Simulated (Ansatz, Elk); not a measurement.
# How far do independent atoms describe BaCd2GaPb?

Structure refinements treat a crystal as free atoms side by side. For a made-up structure of BaCd2GaPb (cell and positions from a r2SCAN relaxation) the runs below show what the calculated density changes in F(hkl).

Calculated with Elk 11.2.3 (patched build); DFT, PBE, all-electron APW+lo, Dirac cores, scalar-relativistic bands, static density, no spin.

This account leaves out most program logs.

The structure was built from a prototype and need not be the compound's stable phase.

## 1. The starting structure

The structure is tetragonal, space group I4mm (No. 107). The conventional cell has a = 4.810 Å, b = 4.810 Å, c = 12.106 Å, α = 90.00°, β = 90.00°, γ = 90.00°. Nearest to Pb lie 1 Ga at 2.81 Å and 4 Cd at 3.03 Å and 4 Ba at 3.66 Å. Nearest to Ba lie 4 Pb at 3.66 Å and 4 Ga at 3.70 Å and 8 Cd at 3.74 to 3.99 Å. Nearest to Cd lie 2 Ga at 2.78 Å and 2 Pb at 3.03 Å and 4 Cd at 3.40 Å and 4 Ba at 3.74 to 3.99 Å. Nearest to Ga lie 4 Cd at 2.78 Å and 1 Pb at 2.81 Å and 4 Ba at 3.70 Å. Farther neighbours are not listed.

Structure file:

```cif
data_structure
_symmetry_space_group_name_H-M 'I4mm'
_symmetry_Int_Tables_number 107
_cell_length_a 4.8095
_cell_length_b 4.8095
_cell_length_c 12.1065
_cell_angle_alpha 90.000
_cell_angle_beta 90.000
_cell_angle_gamma 90.000
_cell_volume 280.04
loop_
_atom_site_label
_atom_site_type_symbol
_atom_site_symmetry_multiplicity
_atom_site_Wyckoff_symbol
_atom_site_fract_x
_atom_site_fract_y
_atom_site_fract_z
_atom_site_occupancy
Pb1 Pb 2 a 0.00000 0.00000 0.39108 1
Ba1 Ba 2 a 0.00000 0.00000 0.00208 1
Cd1 Cd 4 b 0.50000 0.00000 0.23860 1
Ga1 Ga 2 a 0.50000 0.50000 0.12303 1
```

## 2. Ground state and structure factors

An all-electron density is needed, since X-rays see the cores too. Task 0 finds the density and task 195 Fourier-transforms it; tshift is off so that phases refer to the origin typed.

Input file elk.in:

```
tasks
  0
  195

xctype
  20

spinpol
  .false.

rgkmax
  7.0

gmaxvr
  14.0

lmaxo
  7

lmaxapw
  8

swidth
  0.002

tshift
  .false.

ramdisk
  .false.

hmaxvr
  5.5

maxscl
  120

epspot
  1e-06

sppath
  './'

avec
  -4.54432885630 4.54432885630 11.43897718972
  4.54432885630 -4.54432885630 11.43897718972
  4.54432885630 4.54432885630 -11.43897718972

atoms
  4
  'Pb.in'
  1
  0.3910819567 0.3910819567 -0.0000000000   0.000000 0.000000 0.000000
  'Ba.in'
  1
  1.0020799485 1.0020799485 0.0000000000   0.000000 0.000000 0.000000
  'Cd.in'
  2
  0.2386045449 0.7386045449 0.5000000000   0.000000 0.000000 0.000000
  0.7386045449 0.2386045449 0.5000000000   0.000000 0.000000 0.000000
  'Ga.in'
  1
  0.6230290049 0.6230290049 0.0000000000   0.000000 0.000000 0.000000

ngridk
  7 7 7
```

Run with:

```
> OMP_NUM_THREADS=4 elk
```

Run time: 2.1 min. Hardware: 4 threads of Arm Neoverse V1, shared host; peak memory 0.28 GiB; 6.6 min of CPU time.

SFACRHO.OUT:

```text

h k l indices transformed by vhmat matrix:
   1.000000000       0.000000000       0.000000000    
   0.000000000       1.000000000       0.000000000    
   0.000000000       0.000000000       1.000000000    

      h      k      l  multipl.   |H|            Re(F)            Im(F)           |F|

      0      0      0      1   0.0000000       265.00000      0.23326431E-16   265.00000    
      1      1     -1      1  0.54927859      -21.368518      -33.404029       39.654038    
     -1     -1      1      1  0.54927859      -21.368518       33.404029       39.654038    
      0     -1      1      4  0.74387653      -29.271751      -29.357426       41.457133    
      1      0      0      4  0.74387653      -29.271751       29.357426       41.457133    
      0      0     -1      4  0.97767637       64.724276     -0.13169581E-13   64.724276    
     -2     -1      2      4   1.0755307       98.709388      -46.880438       109.27634    
      1      2     -2      4   1.0755307       98.709388       46.880438       109.27634    
      2      2     -2      1   1.0985572       32.495826      -47.857521       57.847395    
     -2     -2      2      1   1.0985572       32.495826       47.857521       57.847395    
      1      1     -2      4   1.1214090       142.31793      -54.928829       152.55022    
     -1     -1      2      4   1.1214090       142.31793       54.928829       152.55022    
     -1      1      1      4   1.3826432       213.92617     -0.15113837E-13   213.92617    
      2      2     -1      4   1.4706050      -115.04042      -1.9556859       115.05704    
     -2     -2      1      4   1.4706050      -115.04042       1.9556859       115.05704    
     -2      0      0      4   1.4877531      -16.784668       30.384319       34.712129    
      2      0     -2      4   1.4877531      -16.784668      -30.384319       34.712129    
      3      2     -3      4   1.5373985       124.53354     -0.33190781E-01   124.53355
```

Elk indexes on the primitive cell of elk.in and gives |H| = 4π sin θ/λ in inverse bohr. Below, one row stands for each form hkl of the conventional cell (m members, Friedel mates merged), F is for one primitive cell and the density is static (no thermal factor). Free-atom factors are Waasmaier and Kirfel's, and R is Σm||F|−|F'||/Σm|F|.

| hkl | m | sin θ/λ (Å⁻¹) | abs F, DFT | neutral atoms | diff. | abs of complex diff. |
| --- | --- | --- | --- | --- | --- | --- |
| 002 | 2 | 0.083 | 39.654 | 39.906 | -0.252 | 0.303 |
| 101 | 8 | 0.112 | 41.457 | 41.543 | -0.086 | 0.088 |
| 110 | 4 | 0.147 | 64.724 | 64.604 | +0.121 | 0.121 |
| 103 | 8 | 0.162 | 109.276 | 109.258 | +0.019 | 0.078 |
| 004 | 2 | 0.165 | 57.847 | 58.028 | -0.180 | 0.264 |
| 112 | 8 | 0.169 | 152.550 | 152.765 | -0.214 | 0.214 |
| 200 | 4 | 0.208 | 213.926 | 214.533 | -0.607 | 0.607 |
| 114 | 8 | 0.221 | 115.057 | 115.638 | -0.581 | 0.583 |
| 202 | 8 | 0.224 | 34.712 | 34.783 | -0.071 | 0.286 |
| 105 | 8 | 0.231 | 124.534 | 124.776 | -0.242 | 0.242 |
| 211 | 16 | 0.236 | 36.944 | 37.061 | -0.117 | 0.223 |
| 006 | 2 | 0.248 | 89.961 | 90.190 | -0.228 | 0.337 |
| 213 | 16 | 0.263 | 95.577 | 95.720 | -0.143 | 0.195 |
| 204 | 8 | 0.266 | 49.340 | 49.359 | -0.020 | 0.105 |

## 3. The highest occupied states alone

An energy window below the Fermi level keeps the highest occupied states, to see at which angles they scatter; shallow core shells can lie inside it and anion s states outside. No new self-consistency is needed.

Changes to elk.in since step 2:

```diff
@@ -1,3 +1,2 @@
 tasks
-  0
   195
@@ -40,2 +39,5 @@
 
+wsfac
+  -0.155460 0.512040
+
 sppath
```

Run with:

```
> OMP_NUM_THREADS=4 elk
```

Elapsed: 28 s, on 4 threads; peak memory 0.19 GiB; 37 s of CPU time.

States within 10 eV below the Fermi level hold 33.00 electrons; any levels below the window count with the cores. Their amplitudes can exceed the total, where window and core parts have opposite phase:

| hkl | sin θ/λ (Å⁻¹) | abs F, window | abs F, all |
| --- | --- | --- | --- |
| 002 | 0.083 | 19.031 | 39.654 |
| 101 | 0.112 | 2.255 | 41.457 |
| 110 | 0.147 | 13.370 | 64.724 |
| 103 | 0.162 | 0.922 | 109.276 |
| 004 | 0.165 | 12.621 | 57.847 |
| 112 | 0.169 | 13.746 | 152.550 |
| 200 | 0.208 | 11.000 | 213.926 |
| 114 | 0.221 | 9.876 | 115.057 |
| 202 | 0.224 | 9.634 | 34.712 |
| 105 | 0.231 | 0.091 | 124.534 |

## 4. Another functional

The difference from free atoms is small, so it is set against the change that LDA (Perdew-Wang) makes.

Changes to elk.in since step 3:

```diff
@@ -1,2 +1,3 @@
 tasks
+  0
   195
@@ -4,3 +5,3 @@
 xctype
-  20
+  3
 
@@ -39,5 +40,2 @@
 
-wsfac
-  -0.155460 0.512040
-
 sppath
```

Run with:

```
> OMP_NUM_THREADS=4 elk
```

The job ended after 78 s (4 threads; peak memory 0.22 GiB).

Against the first run R = 0.02 %; the largest change is -0.061 at 220.

## 5. Basis size

The basis and the expansions that go with it are enlarged, to see whether the differences are converged.

Changes to elk.in since step 4:

```diff
@@ -5,3 +5,3 @@
 xctype
-  3
+  20
 
@@ -11,12 +11,12 @@
 rgkmax
-  7.0
+  8.5
 
 gmaxvr
-  14.0
+  18.0
 
 lmaxo
-  7
+  9
 
 lmaxapw
-  8
+  10
```

Run with:

```
> OMP_NUM_THREADS=4 elk
```

Run time: 5.3 min. Hardware: 4 threads; peak memory 0.6 GiB.

Against the first run R = 0.00 %; the largest change is -0.018 at 208.

## 6. Settings against the effect

```
                              run  R against the first run (%)  R against neutral atoms, low angle (%)  wall time
                    PBE, rgkmax 7                         0.00                                    0.20    2.1 min
                LDA (Perdew-Wang)                         0.02                                    0.21       78 s
rgkmax 8.5 with larger expansions                         0.00                                    0.20    5.3 min
```

## 7. Results

```json
{
 "R against neutral atoms, sin θ/λ < 0.3 Å⁻¹": "0.20 %",
 "R against neutral atoms, 0.3 to 0.70 Å⁻¹": "0.07 %"
}
```

**Reading.** Independent neutral atoms miss the calculated amplitudes by R = 0.20 % below 0.3 Å⁻¹ and 0.07 % from there to 0.70 Å⁻¹; by shells, 0.25 % below 0.15 Å⁻¹ (3 forms), 0.19 % 0.15 to 0.3 (13 forms), 0.07 % 0.3 to 0.45 (33 forms), 0.07 % above 0.45 (100 forms). Bonding, aspherical density and the tables' own atoms all enter these figures, and the runs don't part them. The largest change of an amplitude is -0.61 electrons, at 200. R counts amplitudes alone; phases shift too. The window's part falls from 33.0 electrons at the origin to at most 1.05 between 0.45 and 0.70 Å⁻¹, where compact states inside the window still scatter. Below 0.3 Å⁻¹ the changes that finished (LDA (Perdew-Wang) and rgkmax 8.5 with larger expansions) move F by R = 0.02 % at most, against the 0.20 % that separates it from free atoms. The k-mesh has no finished test. Spin-orbit coupling is left out, which can matter for elements this heavy. Part of the difference isn't bonding: the tables are fits to free atoms and ions calculated by other methods than this functional. Thermal motion, anomalous dispersion and extinction are left out.

[Logs are printed without paths, hosts, clocks, repeated set-up lines and the standing remarks that a program may print on its own settings, such as how far it seeks lower states.]

[Hosts, paths, dates, database ids (printed as entryN), source tags and the programs' standing remarks are cut or masked in the printed files.]
